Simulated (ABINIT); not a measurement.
**MoS2 (P6_3/mmc): a self-consistent loop beyond G0W0, cycle by cycle**

It takes space group P6_3/mmc (No. 194, hexagonal). The conventional cell has a = 3.169 Å, b = 3.169 Å, c = 12.324 Å, α = 90.00°, β = 90.00°, γ = 120.00°. Nearest to Mo lie 6 S at 2.41 Å. Nearest to S lie 3 Mo at 2.41 Å. Farther neighbours, and contacts between anions beyond the nearest, are not listed.

| Item | Value |
| --- | --- |
| method | RPA screening on LDA from quasiparticle energies, plane waves, norm-conserving pseudopotentials (and 5 further levels or steps) |
| program | ABINIT 10.8.3 |
| settings | cutoff 36 Ha, PseudoDojo scalar-relativistic 0.4.1 standard, norm-conserving, potential set dojo-sr-lda-0.4.1-standard, ngkpt (3, 3, 1), nband 349, ecuteps 6.6 Ha, gwcalctyp 10, inclvkb 2, shiftk (0, 0, 0), symchi 1, awtr 1, frequency ppm, cycle 2, q points all but q = 0, 3×3×1 k-mesh |
| notes | The database entry behind the starting cell differs from other determinations of this structure. The program’s warnings: nproc spkpt=  >= nkpt= * nsppol=. The cell and positions come from the Crystallography Open Database and are kept as given unless a step says otherwise. Limits: no spin-orbit coupling. The first cycle of evGW0 takes the full correction, without the factor Z, so it overshoots the one-shot value. The 3×3×1 mesh is coarse for this cell, which bears on the long-range parts of exchange and screening. |
| G0W0 | 1.699 eV |
| evGW0, cycle 1 | 1.905 eV |
| evGW0, cycle 2 | 1.757 eV |
| evGW0, cycle 3 | 1.782 eV |
| evGW0, cycle 4 | 1.777 eV |
| evGW, cycle 1 | 1.849 eV |
| evGW, cycle 2 | 1.847 eV |
| known limits | short of the basis limit; no spin-orbit coupling; coarse k mesh |

Only the bands that the input lists are updated; the higher empty ones keep the functional's energies. The evGW loop starts from the last levels of evGW0, so its cycles and time come on top of those.

[Paths, hosts, dates, memory and timing lines, banners, echoed tables and standing remarks are left out of the program output; an Ansatz launch command may be rebuilt from the run's recorded settings. Measured values are a selection of at most five: reports struck by readers or far from the other reports are left out. None is set beside runs whose start may be inverted or whose files or cutoffs have a known fault.]

[Runs of the session that timed out or met a known fault of the program may be left out.]

[Hosts, paths, dates, database ids (printed as entryN), source tags and the programs' standing remarks are cut or masked in the printed files.]

[G0W0 gaps are taken among the corrected bands and points alone; a level outside them can change the order at an edge.]

[Where Ansatz stands beside ABINIT at settings called matched, ABINIT's density can come from a denser mesh and the files from another edition; pairs whose starting gaps differed by over 0.03 eV were left out, so agreement reads better than it is.]
